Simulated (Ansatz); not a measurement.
## 1T-NbSTe monolayer in a perpendicular field

Wanted: the out-of-plane response of the 1T-NbSTe monolayer. A positive field points along +c.

Method: plane-wave DFT, PBE-D3(BJ), Ansatz PAW (set soft_1); PAW set soft_1, in Ansatz 0.2.0.

Report form: the programs' logs are mostly left out.

## Step 1: The structure

The cell holds 3 atoms: 1 Te, 1 Nb and 1 S. Its edges and angles: a = 3.724 Å, b = 3.724 Å, c = 37.574 Å, α = 90.0°, β = 90.0°, γ = 120.0°. Vacuum lies along c.

## Step 2: Relaxation

The starting cell is a guess, so the in-plane lattice and the atoms are relaxed first, with the slab cut off from its images along the normal.

input.yaml reads:

```yaml
crystal:
  lattice:
    - [3.723864, 0.0, 0.0]
    - [-1.861932, 3.2249608242, 0.0]
    - [0.0, 0.0, 37.5739510811]
  atoms:
    - { symbol: Te, position: [0.6666666667, 0.3333333333, 0.4564332338] }
    - { symbol: Nb, position: [0.0, 0.0, 0.5072725113], spin: 1.0 }
    - { symbol: S, position: [0.3333333333, 0.6666666667, 0.5435667662] }
  periodic: [true, true, false]
magnetization:
  spin_polarized: true
kpoints:
  mp_grid: { grid: [12, 12, 1] }
hamiltonian:
  xc: pbe
  dispersion: d3bj
  pseudopotentials: { kind: paw, azcp: { folder: soft_1 } }
scf:
  occupations: { method: fermi_dirac, width: 0.05 }
  convergence: { dr2_threshold: 1.0e-09 }
relax:
  f_tol: 0.004
  max_steps: 90
  cell: {}
output:
  write_potential: true
  write_density: true
  volumetric_format: npy
```

On the command line:

```bash
> ansatz run input.yaml --threads 2 --pin off --max-ram 3072MiB --backend cpu --events-out ev --progress --plain --runs-dir out
```

Run time: 3.4 min. Hardware: 2 threads of Arm Neoverse V1, shared host; peak memory 0.81 GiB; 6.7 min of CPU time.

Step by step:

| step | energy less that of the first step (eV) | largest force component (eV/Å) | volume (Å³) |
| --- | --- | --- | --- |
| 1 | 0.0000 | 0.6016 | 451.24 |
| 2 | -0.2434 | 0.6689 | 409.22 |
| 3 | -0.2540 | 0.3965 | 382.18 |
| 4 | -0.2819 | 0.2444 | 397.31 |
| 5 | -0.2852 | 0.0357 | 396.10 |
| 6 | -0.2852 | 0.0063 | 395.69 |
| 7 | -0.2852 | 0.0001 | 395.74 |
| 8* | -0.2841 | 0.0004 | 395.74 |

Relaxation steps marked * repeat the geometry before them on a plane-wave basis chosen anew for their cell, so energy and pressure can jump there.

Forces are held to the 6 operations that the run works with; a distortion that breaks them can't arise in this run.

| cell as run | before | after | change |
| --- | --- | --- | --- |
| a (Å) | 3.724 | 3.487 | -6.4 % |
| b (Å) | 3.724 | 3.487 | -6.4 % |

The atoms that moved most (Å, along periodic axes as changes of fractional coordinates times the final cell, across vacuum about the mean position):

| atom | dx | dy | dz | length |
| --- | --- | --- | --- | --- |
| Te1 | 0.000 | 0.000 | -0.056 | 0.056 |
| S3 | 0.000 | 0.000 | 0.055 | 0.055 |

The relaxed structure:

```xyz
3
Lattice="3.4874 0.0000 0.0000 -1.7437 3.0201 0.0000 0.0000 0.0000 37.5740" Properties=species:S:1:pos:R:3
Te    1.7437    1.0067   17.0943
Nb    0.0000    0.0000   19.0611
S     0.0000    2.0134   20.4788
```

Numbers from this step:

| Item | Value |
| --- | --- |
| energy at zero smearing | -12437.5566 eV |

The lattice constant a goes from 3.724 to 3.487 Å.

## Step 3: Atoms held, field 0

A sawtooth potential applies the field, turning back in the middle of the vacuum. With the dipole correction the typed value is the field outside the slab. The induced dipole is small, so the SCF threshold is tight.

The cell differs from the one that the last finished run ended in (c 37.574 → 21.384 Å).

input.yaml reads:

```yaml
crystal:
  lattice:
    - [3.4873503387, 0.0, 0.0]
    - [-1.7436751693, 3.0201339852, 0.0]
    - [0.0, 0.0, 21.3844594805]
  atoms:
    - { symbol: Te, position: [0.6666666667, 0.3333333333, 0.4208663777] }
    - { symbol: Nb, position: [0.0, 0.0, 0.512838714] }
    - { symbol: S, position: [0.3333333333, 0.6666666667, 0.5791336223] }
kpoints:
  mp_grid: { grid: [12, 12, 1] }
  band_path:
    path: [[0, 0, 0], [0.5, 0, 0], [0.33333333, 0.33333333, 0], [0, 0, 0]]
    npoints: 16
hamiltonian:
  xc: pbe
  dispersion: d3bj
  pseudopotentials: { kind: paw, azcp: { folder: soft_1 } }
scf:
  occupations: { method: fermi_dirac, width: 0.02585 }
  convergence: { dr2_threshold: 1.0e-10 }
efield:
  axis: 3
  dipole_correction: true
  ramp_position: 0.97
  ramp_width: 0.06
  amplitude: 0
output:
  dos: { projected: true, e_range: [-6, 5] }
  write_potential: true
  write_density: true
  volumetric_format: npy
  elf: true
```

The job ended after 12 s (2 threads; peak memory 0.46 GiB; 23 s of CPU time).

Numbers from this step:

```yaml
energy_at_zero_smearing: -12437.5557 eV
work_function_upper_face: 5.170 eV
work_function_lower_face: 4.286 eV
dipole_along_the_normal: -0.05146 e·Å
step_between_the_vacuum_levels: 0.8841 eV
```

Running mean over a fixed 2.5 Å (it still follows the layers) of the planar mean; the ramp of the sawtooth is left out. Table of electron's electrostatic potential energy less the Fermi level by z:

| z (Å) | electron's electrostatic potential energy less the Fermi level (eV) |
| --- | --- |
| 3.0 | 4.29 |
| 3.5 | 4.29 |
| 4.0 | 4.29 |
| 4.5 | 4.29 |
| 5.0 | 4.28 |
| 5.5 | 4.27 |
| 6.0 | 4.21 |
| 6.5 | 3.99 |
| 7.0 | 3.06 |
| 7.5 | 0.858 |
| 8.0 | -1.40 |
| 8.5 | -3.66 |
| 9.0 | -5.24 |
| 9.5 | -7.28 |
| 10.0 | -8.85 |
| 10.5 | -9.44 |
| 11.0 | -9.48 |
| 11.5 | -9.80 |
| 12.0 | -7.99 |
| 12.5 | -4.33 |
| 13.0 | -1.30 |
| 13.5 | 1.25 |
| 14.0 | 3.56 |
| 14.5 | 4.81 |
| 15.0 | 5.10 |
| 15.5 | 5.16 |
| 16.0 | 5.17 |
| 16.5 | 5.17 |
| 17.0 | 5.17 |
| 17.5 | 5.17 |
| 18.0 | 5.17 |

The density of states has structure finer than the step of the table below, so its rows give means over 0.2 eV, whole bins alone (the curve runs from -6 to 1.99 eV). Peaks (eV: height): -4.65: 26.9, -3.68: 7.75, -3.44: 13.9, -3.27: 7.17, -3.19: 7.03, -2.47: 7.65, 1.06: 9.86.

Table of density of states by energy, zero at the Fermi level; means over each step:

| energy (eV) | density of states (states/eV a cell) |
| --- | --- |
| -5.8 | 0.770 |
| -5.6 | 0.820 |
| -5.4 | 1.16 |
| -5.2 | 2.02 |
| -5.0 | 1.98 |
| -4.8 | 3.20 |
| -4.6 | 6.92 |
| -4.4 | 2.04 |
| -4.2 | 2.40 |
| -4.0 | 0.762 |
| -3.8 | 4.96 |
| -3.6 | 2.70 |
| -3.4 | 6.65 |
| -3.2 | 3.79 |
| -3.0 | 0.960 |
| -2.8 | 1.27 |
| -2.6 | 2.98 |
| -2.4 | 4.57 |
| -2.2 | 2.36 |
| -2.0 | 1.93 |
| -1.8 | 1.22 |
| -1.6 | 1.17 |
| -1.4 | 1.18 |
| -1.2 | 1.22 |
| -1.0 | 1.36 |
| -0.8 | 0.998 |
| -0.6 | 1.23 |
| -0.4 | 1.40 |
| -0.2 | 2.17 |
| 0.0 | 2.88 |
| 0.2 | 1.97 |
| 0.4 | 0.653 |
| 0.6 | 0.306 |
| 0.8 | 0.172 |
| 1.0 | 5.61 |
| 1.2 | 2.75 |
| 1.4 | 2.10 |
| 1.6 | 3.47 |
| 1.8 | 3.63 |

Projected DOS per atom over height of the atomic layer and energy from the Fermi level. Layers: Te Nb S from below.

Ten even steps from '_' (0.04 states/eV) to '@' (3.31 states/eV), each cell a mean:
```
..@@__
..++__
--##..
______
__..__
..++..
__::__
__..__
....__
....__
..____
==..::
++..::
..__..
..==**
::==**
......
::..::
----++
....::
..____
______
```
Columns: height of the atomic layer (Å) from 9 to 12.4 (not evenly spaced); rows upwards: energy from the Fermi level (eV) from -5.96 to 1.96.

Electronic bands along the path, in eV, zero at the Fermi level:

| point | band 14 | band 15 | band 16 | band 17 | band 18 | band 19 | band 20 | band 21 |
| --- | --- | --- | --- | --- | --- | --- | --- | --- |
| Γ | -3.33 | -2.77 | -0.01 | -0.01 | 0.34 | 0.83 | 0.83 | 3.59 |
| halfway | -3.22 | -3.21 | -2.05 | -0.86 | -0.37 | 1.09 | 1.55 | 3.04 |
| M | -3.76 | -3.39 | -2.50 | -0.87 | -0.85 | 1.76 | 2.01 | 3.56 |
| halfway | -3.65 | -3.55 | -2.68 | -2.47 | 0.08 | 1.52 | 1.77 | 3.02 |
| K | -4.66 | -3.29 | -3.20 | -2.89 | 0.83 | 1.09 | 1.19 | 3.35 |
| halfway | -3.75 | -3.04 | -2.17 | -1.69 | 0.00 | 0.89 | 1.77 | 2.76 |
| Γ | -3.33 | -2.77 | -0.01 | -0.01 | 0.34 | 0.83 | 0.83 | 3.59 |

Electrostatic potential energy in the ca plane at fractional y = 0.000, with atoms of Nb within 0.2 Å of it. With pseudopotentials it is smooth inside the atoms' cores, unlike the true potential.

Ten even steps from '0' (-40 eV) to '9' (5 eV), each cell a mean:
```
99999999999999998720001689999999999999999999
99999999999999988851015799999999999999999999
99999999999998878886667889999999999999999999
99999999999987667888888888999999999999999999
99999999999987657889998888999999999999999999
99999999999998777888788888999999999999999999
99999999999998888874346899999999999999999999
99999999999999998730002789999999999999999999
99999999999999998610000689999999999999999999
```
Columns run along c (16.0 Å, from fractional 0.17 to 0.92 of the cell; values clipped at the 3rd and 97th percentile), rows up along a (3.5 Å). Atoms in or near the plane, at fractional coordinates: Nb at (0.51, 0.00).

Valence density in the ca plane at fractional y = 0.000, with atoms of Nb within 0.2 Å of it. It is the smooth field of the valence electrons, not physical close to the nuclei.

Ten steps, logarithmic in the rise over the least value, from '0' (0.0 e/Å³) to '9' (5.0 e/Å³), each cell a mean:
```
00000000000000000112234799974211000000000000
00000000000000001123334578754321000000000000
00000000000000001234444445444432100000000000
00000000000000012344544333344443100000000000
00000000000000012345544333344443100000000000
00000000000000001344444333444432100000000000
00000000000000001233444466644332100000000000
00000000000000000122334799974321000000000000
00000000000000000112234899984211000000000000
```
Columns run along c (16.0 Å, from fractional 0.09 to 0.84 of the cell), rows up along a (3.5 Å). Atoms in or near the plane, at fractional coordinates: Nb at (0.51, 0.00).

ELF in the ca plane at fractional y = 0.000, with atoms of Nb within 0.2 Å of it. It is the smooth field of the valence electrons, not physical close to the nuclei.

Ten even steps from '0' (0.00) to '9' (0.77), each cell a mean:
```
00000000000000000012322786872110000000000000
00000000000000001345553478742442100000000000
00000000000000125777776322236876310000000000
00000000000001258986677532479998631000000000
00000000000001368986667633589999741000000000
00000000000000247887677421258997520000000000
00000000000000013566764345434664200000000000
00000000000000000123432699962221000000000000
00000000000000000011222772782110000000000000
```
Columns run along c (16.0 Å, from fractional 0.09 to 0.84 of the cell), rows up along a (3.5 Å). Atoms in or near the plane, at fractional coordinates: Nb at (0.51, 0.00).

The work function of the upper face is 5.17 eV.

## Step 4: Single point, field 0.1 V/Å

input.yaml: that of step 3 with these lines changed.

```diff
@@ -24,7 +24,6 @@
   dipole_correction: true
-  ramp_position: 0.97
-  ramp_width: 0.06
-  amplitude: 0
+  ramp_position: 0.9299
+  ramp_width: 0.1403
+  amplitude: 0.1
 output:
-  dos: { projected: true, e_range: [-6, 5] }
   write_potential: true
@@ -32,2 +31 @@
   volumetric_format: npy
-  elf: true
```

Elapsed: 11 s, on 2 threads; peak memory 0.42 GiB.

The dipole is -0.0182 e·Å, 0.0332 e·Å from its value without field.

## Step 5: Atoms held, field -0.1 V/Å

input.yaml: that of step 4 with these lines changed.

```diff
@@ -26,3 +26,3 @@
   ramp_width: 0.1403
-  amplitude: 0.1
+  amplitude: -0.1
 output:
```

Wall time 11 s (2 threads); peak memory 0.42 GiB; 22 s of CPU time.

The dipole is -0.0847 e·Å, -0.0332 e·Å from its value without field.

## Step 6: Response, atoms held

This step: plane-wave DFT, PBE-D3(BJ), Ansatz PAW (set soft_1); response to a field along the normal, atoms held; PAW set soft_1 (Ansatz 0.2.0).

The dipoles give the slope, and the difference of two potentials shows where the field is screened.

This step gave:

* equivalent conductor thickness p/(ε₀AE): 5.708 Å
* distance between the outer atoms: 3.384 Å

Dipole of the cell against applied field:

| applied field (V/Å) | dipole of the cell (e·Å) |
| --- | --- |
| -0.1000 | -0.0847 |
| 0.0000 | -0.0515 |
| 0.1000 | -0.0182 |

Local field over the applied field, running mean. From the potentials at -0.1 and 0.1 V/Å; running mean over 2.5 Å. Local field over applied field against z:

z (Å), local field over applied field and a bar:
```
      4.5      0.997 ##############################
      5.0      0.991 ##############################
      5.5      0.975 #############################
      6.0      0.936 ############################
      6.5      0.853 #########################
      7.0      0.713 #####################
      7.5      0.541 ################
      8.0      0.364 ##########
      8.5      0.199 #####
      9.0      0.081 ##
      9.5      0.039 
     10.0      0.030 
     10.5      0.024 
     11.0      0.036 
     11.5      0.060 #
     12.0      0.101 ##
     12.5      0.206 ######
     13.0      0.372 ###########
     13.5      0.552 ################
     14.0      0.726 ######################
     14.5      0.868 ##########################
     15.0      0.949 ############################
     15.5      0.983 #############################
     16.0      0.994 ##############################
     16.5      0.998 ##############################
     17.0      0.999 ##############################
```

Electrons, planar mean, per unit field. Induced electron density against z:

| z (Å) | induced electron density (e/Å³ per V/Å) |
| --- | --- |
| 4.01 | 4.4e-6 |
| 4.31 | 8.7e-6 |
| 4.75 | 2.3e-5 |
| 5.05 | 4.5e-5 |
| 5.49 | 1.1e-4 |
| 5.79 | 2.1e-4 |
| 6.24 | 4.9e-4 |
| 6.53 | 8.4e-4 |
| 6.83 | 0.00139 |
| 7.28 | 0.00260 |
| 7.57 | 0.00337 |
| 8.02 | 0.00301 |
| 8.32 | 0.00149 |
| 8.76 | 8.2e-4 |
| 9.06 | 7.6e-4 |
| 9.36 | 4.8e-4 |
| 9.80 | -4.3e-5 |
| 10.10 | -0.00106 |
| 10.54 | -8.9e-4 |
| 10.84 | 7.0e-4 |
| 11.29 | 7.8e-4 |
| 11.58 | -8.4e-5 |
| 12.03 | -9.0e-4 |
| 12.33 | -6.0e-4 |
| 12.62 | -0.00104 |
| 13.07 | -0.00352 |
| 13.37 | -0.00380 |
| 13.81 | -0.00241 |
| 14.11 | -0.00146 |
| 14.55 | -6.0e-4 |
| 14.85 | -3.2e-4 |
| 15.15 | -1.6e-4 |
| 15.59 | -5.8e-5 |
| 15.89 | -2.9e-5 |
| 16.34 | -9.6e-6 |
| 16.63 | -4.6e-6 |
| 17.08 | -1.6e-6 |
| 17.37 | -7.5e-7 |

By hand: between -0.1 and 0.1 V/Å the dipole changes by 0.06644 e·Å, a slope of 0.3322 e·Å²/V. A perfect conductor of thickness t has p = ε₀AEt, so t = 180.95 × 0.3322 / 10.532 = 5.71 Å (e/ε₀ = 180.95 V·Å, A in Å²).

The induced dipole is that of a conductor 5.71 Å thick.

## Step 7: What came out

```json
{"gap without field": "none", "work function, upper face": "5.17 eV", "step between the vacuum levels": "0.884 eV", "equivalent conductor thickness, atoms held": "5.71 Å"}
```

In words: The induced dipole equals that of a perfect conductor 5.71 Å thick, while the outer atoms lie 3.38 Å apart. The two faces differ: the vacuum level above lies 0.88 eV higher than the one below. There is no gap over 0.03 eV, with or without the field. The first relaxation ran with spin and lost its moment, and the later runs have none; other magnetic states were not tried. Spin-orbit coupling is left out, which matters for the bands of elements this heavy.

[Logs are printed without paths, hosts, clocks, repeated set-up lines and the standing remarks that a program may print on its own settings, such as how far it seeks lower states.]

[Hosts, paths, dates, database ids (printed as entryN), source tags and the programs' standing remarks are cut or masked in the printed files.]

[Maps of the electrostatic potential energy from Ansatz leave out the sawtooth potential of an applied field or a dipole correction, so their vacuum need not be flat; planar profiles and work functions include it.]

[The density of states shown here was stored with 400 of the rows of the run's finer table, so its peaks can read low, often by over a quarter, or be missed, and its means over a window can be off by a tenth or more.]
